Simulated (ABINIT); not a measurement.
# Quasiparticle gap of Te (P3_121) in ABINIT, part 3 of 3

Wanted: ground state, empty states, screening and self-energy for Te (P3_121).

ABINIT 10.8.3; PBE and many-body steps on it, plane waves. Known limits of the many-body steps: not at the basis limit; model gap, bands may invert with spin-orbit coupling; screening runs away on this mesh; no spin-orbit coupling; coarse k mesh.

So far. Step 4 (Empty states on the mesh, 3×3×2 mesh, 142 bands): On this mesh the gap is 0.182 eV. Step 5 (Screening, 3×3×2 mesh, 130 bands, screening to 106.1 eV): Local fields lower ε∞ by 20 %. The value itself is an artefact of the mesh, where one narrow direct gap carries too much weight.

### 6. Self-energy, 3×3×2 mesh, 130 bands, screening to 106.1 eV

The self-energy is evaluated for the states that the input lists, and the levels follow from it, in one-shot runs by the linearised quasiparticle equation.

This step: G0W0 on PBE, plane waves, norm-conserving pseudopotentials.

run.abi

```
acell 3*1.0 Angstrom
rprim 
  4.457199999972 0.000000000006 0.000000000000
  -2.228599999992 3.860048429721 0.000000000000
  0.000000000000 0.000000000000 5.929000000000
ntypat 1
znucl 52
natom 3
typat 1 1 1
xred 
  0.263300000000 0.000000000000 0.333333333333
  -0.000000000000 0.263300000000 0.666666666667
  0.736700000000 0.736700000000 -0.000000000000
pp_dirpath "pseudos"
pseudos "Te.upf"
ecut 39
ngkpt 3 3 2
nshiftk 1
shiftk 0 0 0
kptopt 1
chksymbreak 0
istwfk *1
occopt 1
irdwfk 1
optdriver 4
nband 130
gwcalctyp 0
ecutsigx 39
symsigma 1
nkptgw 2
kptgw 
  0.3333333333 0.3333333333 0.5000000000
  0.0000000000 0.0000000000 0.0000000000
bdgw 
  35 39
  34 38
ecuteps 3.9
irdscr 1
ppmodel 1
indata_prefix "in"
outdata_prefix "out"
tmpdata_prefix "tmp"
```

On the command line:

```sh
OMP_NUM_THREADS=1 mpirun -n 8 abinit run.abi > log
```

Numbers of over 12 decimals in the logs are rounded to 6 here.

Log:

```text
.Version 10.8.3 of ABINIT. v10.8.2 released Aug 2026.

 Symmetries : space group P3_1 2 1 (#152); Bravais hP (primitive hexag.)
[... echo of the input left out ...]
== DATASET  1 ==================================================================
-   mpi_nproc: 8, omp_nthreads: 1 (-1 if OMP is not activated)

--- !DatasetInfo
iteration_state: {dtset: 1, }
dimensions: {natom: 3, nkpt: 6, mband: 130, nsppol: 1, nspinor: 1, nspden: 1, mpw: 8029, }
cutoff_energies: {ecut:  39.0, pawecutdg:  -1.0, }
electrons: {nelect:   7.20000000E+01, charge:   0.00000000E+00, occopt:   1.00000000E+00, tsmear:   1.00000000E-02, }

 SIGMA: Calculation of the GW corrections

 Based on a program developped by R.W. Godby, V. Olevano, G. Onida, and L. Reining.
 Incorporated in ABINIT by V. Olevano, G.-M. Rignanese, and M. Torrent.
.Using double precision arithmetic ; gwpc =  8

[... cell and pseudopotentials left out ...]
--------------------------------------------------------------------------------

 ==== K-mesh for the wavefunctions ====
 Number of points in the irreducible wedge :     6
[... list of points left out ...]
 Together with  6 symmetry operations and time-reversal symmetry
 yields    18 points in the full Brillouin Zone.

 ==== Q-mesh for screening function ====
 Number of points in the irreducible wedge :     6
[... list of points left out ...]
 Together with  6 symmetry operations and time-reversal symmetry
 yields    18 points in the full Brillouin Zone.

 vcoul_init : cutoff-mode = AUXILIARY_FUNCTION
 q-points for optical limit:   1
     1)      0.000010    0.000020    0.000030
 setmesh: FFT mesh size selected  =    45x   45x   72
          total number of points  =       145800

 Number of electrons calculated from density =   72.0000; Expected =   72.0000
 average of density, n =  0.104592
 r_s =    1.3167
 omega_plasma =   31.1965 [eV]

 === KS Band Gaps ===
  >>>> For spin  1
   Minimum direct gap =   0.1818 [eV], located at k-point      :   0.3333  0.3333  0.5000
   Fundamental gap    =   0.1818 [eV], Top of valence bands at :   0.3333  0.3333  0.5000
                                       Bottom of conduction at :   0.3333  0.3333  0.5000
 SIGMA fundamental parameters:
 PLASMON POLE MODEL  1
 number of plane-waves for SigmaX                 8029
 number of plane-waves for SigmaC and W            237
 number of plane-waves for wavefunctions          8029
 number of bands                                   130
 number of independent spin polarizations            1
 number of spinorial components                      1
 number of k-points in IBZ                           6
 number of q-points in IBZ                           6
 number of symmetry operations                       6
 number of k-points in BZ                           18
 number of q-points in BZ                           18
 number of frequencies for dSigma/dE                 9
 frequency step for dSigma/dE [eV]                0.25
 number of omega for Sigma on real axis              0
 max omega for Sigma on real axis  [eV]           0.00
 zcut for avoiding poles [eV]                     0.10

 EPSILON^-1 parameters (SCR file):
 dimension of the eps^-1 matrix on file            237
 dimension of the eps^-1 matrix used               237
 number of plane-waves for wavefunctions          8029
 number of bands                                   130
 number of q-points in IBZ                           6
 number of frequencies                               2
 number of real frequencies                          1
 number of imag frequencies                          1

 matrix elements of self-energy operator (all in [eV])

 Perturbative Calculation

--- !SelfEnergy_ee
iteration_state: {dtset: 1, }
kpoint     : [   0.333,    0.333,    0.500, ]
spin       : 1
KS_gap     :    0.182
QP_gap     :    0.431
Delta_QP_KS:    0.249
data: !SigmaeeData |
     Band     E0 <VxcDFT>   SigX SigC(E0)      Z dSigC/dE  Sig(E)    E-E0       E
       35   6.789 -13.358 -14.464   1.200   0.792  -0.262 -13.283   0.075   6.863
       36   6.789 -13.358 -14.464   1.200   0.792  -0.262 -13.283   0.075   6.863
       37   6.970 -12.734  -9.278  -3.048   0.794  -0.259 -12.410   0.324   7.295
       38   8.255 -12.751  -9.028  -3.297   0.793  -0.261 -12.413   0.338   8.593
       39   8.255 -12.751  -9.028  -3.297   0.793  -0.261 -12.413   0.338   8.593

--- !SelfEnergy_ee
iteration_state: {dtset: 1, }
kpoint     : [   0.000,    0.000,    0.000, ]
spin       : 1
KS_gap     :    1.788
QP_gap     :    2.207
Delta_QP_KS:    0.419
data: !SigmaeeData |
     Band     E0 <VxcDFT>   SigX SigC(E0)      Z dSigC/dE  Sig(E)    E-E0       E
       34   5.149 -12.231 -14.293   1.939   0.784  -0.275 -12.328  -0.096   5.053
       35   5.149 -12.231 -14.293   1.939   0.784  -0.275 -12.328  -0.096   5.053
       36   6.054 -12.584 -14.420   1.761   0.787  -0.270 -12.643  -0.060   5.994
       37   7.841 -13.079  -9.444  -3.180   0.790  -0.266 -12.720   0.359   8.201
       38   7.841 -13.079  -9.444  -3.180   0.790  -0.266 -12.720   0.359   8.201

== END DATASET(S) ==============================================================
================================================================================

 -outvars: echo values of variables after computation  --------
           etotal      0.0000000000E+00
            nband         130
             nkpt           6
          spgroup         152
 [... the other variables as echoed above ...]

 Calculation completed.
```

Elapsed: 9.2 s, on 8 MPI ranks of Intel Xeon 6975P-C (Granite Rapids), shared host; peak memory 1.4 GiB; 71 s of CPU time.

Numbers from this step:

| Quantity | Value |
| --- | --- |
| G0W0 gap on the points computed | 0.4320 eV |
| starting gap on the mesh | 0.1818 eV |
| k of the valence top | 0.3333, 0.3333, 0.5 |
| k of the conduction bottom | 0.3333, 0.3333, 0.5 |
| Z at the valence top | 0.792 |
| Z at the conduction bottom | 0.794 |
| least direct G0W0 gap on the computed points | 0.4320 eV |

The gap on the mesh goes from 0.18 eV to 0.43 eV, a correction of +0.25 eV.

Limits: finite bands, cutoff and mesh; model gap, bands may invert with spin-orbit coupling; no spin-orbit coupling; coarse k mesh. v1 is the top filled band, c1 the lowest empty one. Levels before and after the correction, in eV, zero at the valence-band top of each column:

|  | conduction bottom | valence top |
| --- | --- | --- |
| Kohn-Sham | 0.18 | 0.00 |
| G0W0 | 0.43 | 0.00 |

|  | level | energy (eV) |
| --- | --- | --- |
| Kohn-Sham | (0.333 0.333 0.5) v2-v1 | 0.000 |
| Kohn-Sham | (0.333 0.333 0.5) c1 | 0.182 |
| Kohn-Sham | (0.333 0.333 0.5) c2-c3 | 1.466 |
| G0W0 | (0.333 0.333 0.5) v2-v1 | 0.000 |
| G0W0 | (0.333 0.333 0.5) c1 | 0.432 |
| G0W0 | (0.333 0.333 0.5) c2-c3 | 1.730 |

### 7. Where the time went

Times are wall times on the hardware named with each run, good to a factor of about two.

| step | time | share | memory (GiB) |
| --- | --- | --- | --- |
| ground state | 40 s | 18 % | 0.82 |
| bands along the symmetry lines | 45 s | 20 % | 0.84 |
| empty states on the mesh | 70 s | 31 % | 0.66 |
| screening | 59 s | 26 % | 2.4 |
| self-energy | 9.2 s | 4 % | 1.4 |

### 8. Summary of results

```yaml
pbe_gap: 0.18 eV, direct
g0w0_gap_on_the_mesh: 0.43 eV
gw_settings: 3×3×2 mesh, 130 bands, screening to 106.1 eV, Godby-Needs plasmon pole
known_limits: not at the basis limit; model gap, bands may invert with spin-orbit coupling; screening runs away on this mesh; no spin-orbit coupling; coarse k mesh
```

What this shows: G0W0 moves the gap on the mesh from 0.18 eV to 0.43 eV (+0.25 eV), with Z of 0.79 and 0.79 at the edges. Local fields lower the RPA ε∞ on this mesh from 1747.07 to 1402.49; a Γ-centred mesh this coarse tends to raise both, most where the direct gap is narrow, while a short band sum lowers them. Only 2 of the mesh's irreducible points were corrected, so a valley elsewhere could overtake. Bands and cutoff are finite, so the gap is not at the basis limit. The miss can reach some tenths of an eV and take either sign; the mesh is an error of its own. In the G0W0 run levels were corrected at 2 k points alone, so a gap called «on the mesh» is the least over those, and an edge elsewhere would be missed. The 3×3×2 mesh is coarse for this cell, which bears on the long-range parts of exchange and screening. With atoms this heavy and so narrow a gap, spin-orbit coupling can invert the bands. These scalar-relativistic gaps are then model values, not to be set against experiment, and a spin-orbit change taken from DFT can't simply be added. On this mesh the RPA ε∞ passes 90, more than nearly any semiconductor shows; a coarse mesh does this where one point with a narrow direct gap carries much weight. The screening is then too strong, and the G0W0 gap should not be taken as the material's.

[Paths, hosts, dates, memory and timing lines, banners, echoed tables and standing remarks are left out of the program output.]

[Logs are printed without paths, hosts, clocks, repeated set-up lines and the standing remarks that a program may print on its own settings, such as how far it seeks lower states.]

[Runs of the session that timed out or met a known fault of the program may be left out.]

[Hosts, paths, dates, database ids (printed as entryN), source tags and the programs' standing remarks are cut or masked in the printed files.]

[G0W0 gaps are taken among the corrected bands and points alone; a level outside them can change the order at an edge.]

[Where Ansatz stands beside ABINIT at settings called matched, ABINIT's density can come from a denser mesh and the files from another edition; pairs whose starting gaps differed by over 0.03 eV were left out, so agreement reads better than it is.]
